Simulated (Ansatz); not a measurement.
# Decaying states in the gap of In2Br3Cl3, part 4 of 4

Aim: relax a made-up compound, In2Br3Cl3, and see how good a tunnel barrier it would be. It is built by putting Br for part of the Cl in the InCl3 structure of space group P6_3/mmc, with the volume rescaled by atomic radii. The parent structure comes from the Materials Project.

Ansatz 0.2.0; r2SCAN DFT, plane waves, PAW files (the session's first sound run).

So far, gap on the k-mesh (eV): step 3 (the bulk crystal and its band edges, r2SCAN) 2.39; step 7 (PBEsol, cutoff 420 eV) 1.90.

The structure was built from a prototype and need not be the compound's stable phase.

## 9. A repeat with changed settings: scf.lower_state_search = "light"

This step: r2SCAN DFT, plane waves, PAW files; complex bands by layer matching along the plane's normal; changed: scf.lower_state_search = "light" (Ansatz 0.2.0).

This run repeats an earlier one, its twin (the complex run, plane (001)), with one setting changed (scf.lower_state_search; files written aside). It is meant to test how the run responds. Where the input is shown as a difference, that is against the step before, not the twin.

File input.yaml:

```yaml
crystal:
  lattice:
    - [3.522278392, 0.0, 0.0]
    - [0.0, 10.569673639, 0.0]
    - [0.0, 6.731283684, 6.368410699]
  atoms:
    - { symbol: In, position: [0.25, 0.3047976793, 0.4195572632] }
    - { symbol: In, position: [0.75, 0.6890119696, 0.5837854518] }
    - { symbol: Br, position: [0.75, 0.5774015871, 0.2563502624] }
    - { symbol: Br, position: [0.75, 0.2430169526, 0.252693524] }
    - { symbol: Cl, position: [0.75, 0.1151753568, 0.7157216976] }
    - { symbol: Cl, position: [0.25, 0.4386128862, 0.7331567331] }
    - { symbol: Br, position: [0.25, 0.7498542756, 0.7515487339] }
    - { symbol: Cl, position: [0.25, 0.8821292929, 0.287186334] }
kpoints:
  mp_grid: { grid: [6, 4, 4] }
scf:
  occupations: { method: fixed }
  lower_state_search: light
hamiltonian:
  xc: r2scan
output:
  eigenvalues: true
  transmission:
    leads: [[0, 0]]
    kpoints: [[0.0, 0.0], [-0.5, 0.0]]
    e_range: [-1.0, 3.39]
    de: 0.07
```

Launch:

```console
ansatz run input.yaml --threads 2 --pin off --max-ram 4096MiB --backend cpu --events-out ev --progress --plain --runs-dir out
```

Numbers of over 12 decimals in the logs are rounded to 6 here.

What it wrote:

```text
[...]
Crystal: 8 atoms, lattice volume = 237.092 Å³
Basis set: ecut = 500 eV, 6021 PW (Γ), exchange–correlation on 108×320×288 points (64 copies of the dense FFT grid, shifted against one another)
Bands: 42, of which v1, the nominal top of the filled ones, is band 34 counted from 1 (33 counted from 0)
Symmetry: 2 space group operations
[...]
k-points: 40 of 96 (time reversal used)
[...]
SCF iter   1: F=—  HF=-22861.310702 eV  |F-HF|=—  |Δ(HF+E_count)|=         —  Δρ=6.37e-3  dr2=1.05e-1  dr2_τ=3.21e-2  ethr=1.77e-3  ⟨swp⟩=5.1  Hψ=5997  notcnv=0  defer=240
[...]
SCF iter   6: F=-22861.346170 eV  HF=-22861.346170 eV  |F-HF|=4.01e-8  |Δ(HF+E_count)|=   1.10e-6  Δρ=5.57e-6  dr2=9.23e-8  dr2_τ=8.14e-9  ethr=1.47e-10  ⟨swp⟩=12.4  Hψ=9527  notcnv=0
SCF 1 converged in 6 iterations: F = -22861.346170 eV  dr2 = 9.23e-8
[...]
transmission: 11 of 22 steps passed
transmission: 22 of 22 steps passed
SCF converged after 6 iterations
Free energy (F): -22861.346170 eV
[...]
Internal energy: -22861.346170 eV  (E = F + TS)
E sigma→0 (E₀):  -22861.346170 eV
Fermi energy:    2.313463 eV
[...]
--- Band table (eV; the first three rows and the last of 40) ---
  k-point 0: bands = [... 30 lower, 1.9195, 1.9909, 2.1383, 2.2963, 4.9463, 5.6763, 8.3520, 8.7235, ... 4 higher]
  k-point 1: bands = [... 30 lower, 1.8621, 1.9121, 2.1280, 2.3057, 5.2484, 5.6596, 8.3535, 8.7532, ... 4 higher]
  k-point 2: bands = [... 30 lower, 1.7919, 1.9006, 2.1233, 2.3135, 5.5034, 5.6538, 8.4276, 8.8241, ... 4 higher]
  k-point 39: bands = [... 30 lower, 1.5969, 1.7436, 1.8049, 1.9414, 4.7646, 4.9103, 8.3530, 8.5082, ... 4 higher]
--- Transmission ---
  basis      : 399 plane waves across, 11 finite elements along
  points     : 2, as listed
[...]
crystal 0  : Br3Cl3In2, at the sites [0, 0], period 6.3684 Å: whole cells are its period
[...]
channels       : 0.000000e0 a spin
[...]
slowest decay  : 0.2946 /Å at (0.0000, 0.0000)
```

Elapsed: 3 min, on 2 threads of Arm Neoverse V2, shared host; peak memory 2 GiB; 5.3 min of CPU time.

A gap read on the k-mesh alone can miss the band edges.

Numbers from this step:

| Item | Value |
| --- | --- |
| free energy | -22861.3462 eV |
| Fermi energy | 2.313 eV |
| gap on the k-mesh | 2.391 eV |
| level to which the leads are filled | 1.195 eV from the Fermi level |
| decay constant at the filling level, zone centre | 0.2946 Å⁻¹ |
| decay constant at the filling level, slowest listed point | 0.2946 Å⁻¹ |

K parallel (0, 0); values up to 1.5 1/Å, a degenerate pair printed once or twice; energies at which all values exceed this have no row. Im kz of the slowest decaying states against energy, zero at the highest filled level on the SCF mesh:

```
energy (eV)  decay 1 (Å⁻¹)  decay 2 (Å⁻¹)  decay 3 (Å⁻¹)  decay 4 (Å⁻¹)
      -1.00          0.166          0.213          0.268          0.509
      -0.86         0.0539          0.172          0.257          0.293
      -0.65          0.232          0.255          0.313          0.390
      -0.51          0.295          0.353          0.388          0.432
      -0.30         0.0646          0.250          0.346          0.369
      -0.16          0.153          0.200          0.328          0.371
      -0.02          0.109          0.194          0.369          0.390
       0.05          0.210          0.383          0.399          0.455
       0.19          0.234          0.405          0.414          0.469
       0.40          0.260          0.430          0.431          0.486
       0.54          0.272          0.441          0.443          0.494
       0.75          0.285          0.453          0.459          0.504
       0.89          0.291          0.459          0.468          0.510
       1.10          0.294          0.467          0.480          0.515
       1.24          0.294          0.470          0.486          0.518
       1.45          0.290          0.474          0.494          0.521
       1.59          0.284          0.475          0.498          0.521
       1.80          0.270          0.475          0.503          0.522
       1.94          0.257          0.474          0.504          0.522
       2.15          0.228          0.470          0.503          0.522
       2.29          0.201          0.466          0.500          0.522
       2.50          0.134          0.458          0.492          0.523
       2.64          0.449          0.485          0.523          0.829
       2.85          0.431          0.470          0.523          0.832
       2.99          0.413          0.456          0.523          0.834
       3.20         0.0481          0.358          0.422          0.521
       3.34          0.364          0.365          0.520          0.835
```

K parallel (-0.5, 0); values up to 1.5 1/Å, a degenerate pair printed once or twice; energies at which all values exceed this have no row. The Im kz of the slowest decaying states by energy, zero at the highest filled level on the SCF mesh:

```
energy (eV)  decay 1 (Å⁻¹)  decay 2 (Å⁻¹)  decay 3 (Å⁻¹)  decay 4 (Å⁻¹)
      -1.00          0.211          0.324          0.348          0.501
      -0.79          0.261          0.278          0.341          0.550
      -0.58         0.0953          0.255          0.326          0.383
      -0.37          0.331          0.349          0.356          0.393
      -0.16          0.261          0.392          0.408          0.421
      -0.02          0.311          0.418          0.431          0.436
       0.12          0.346          0.437          0.449          0.450
       0.33          0.384          0.460          0.463          0.471
       0.54          0.412          0.474          0.477          0.487
       0.75          0.432          0.480          0.490          0.499
       0.96          0.447          0.482          0.500          0.508
       1.17          0.458          0.479          0.507          0.515
       1.38          0.465          0.471          0.512          0.519
       1.59          0.456          0.468          0.516          0.522
       1.80          0.429          0.465          0.517          0.522
       2.01          0.384          0.452          0.517          0.521
       2.22          0.296          0.415          0.515          0.517
       2.50          0.231          0.505          0.508          0.549
       2.71          0.267          0.349          0.485          0.498
       2.92          0.464          0.474          0.549          0.580
       3.13          0.505          0.508          0.546          0.550
       3.34          0.523          0.536          0.537          0.564
```

The energy agrees with the twin's within 2e-6 eV and the result to the printed digits, after as many cycles: the change makes no difference here.

## 10. Results

```json
{"band gap": "2.39 eV", "least decay constant at mid-gap, normal to (001)": "0.295 Å⁻¹", "least decay constant at mid-gap, normal to (100)": "0.294 Å⁻¹", "least decay constant on a mesh, normal to (001)": "0.295 Å⁻¹", "least decay constant, PBEsol": "0.256 Å⁻¹"}
```

With r2SCAN, the slowest decay at the wavevectors tried is κ = 0.294 Å⁻¹, normal to (100). Through such a film the transmission near mid-gap falls as exp(−2κd), a factor of ten every 3.9 Å. The directions tried decay at nearly the same rate. A free electron under a barrier of half the gap would need a mass of 0.28 mₑ to decay at this rate. With PBEsol the gap goes from 2.39 to 1.90 eV and the decay constant, over the first 2 listed wavevectors, from 0.295 to 0.256 Å⁻¹. The compound is made up by substitution; its stability against other phases and against distortions of the cell's symmetry was not tested. r2SCAN still narrows gaps, if less than LDA and GGA do, so real decay constants are likely larger.

[Logs are printed without paths, hosts, clocks, repeated set-up lines and the standing remarks that a program may print on its own settings, such as how far it seeks lower states.]

[Hosts, paths, dates, database ids (printed as entryN), source tags and the programs' standing remarks are cut or masked in the printed files.]
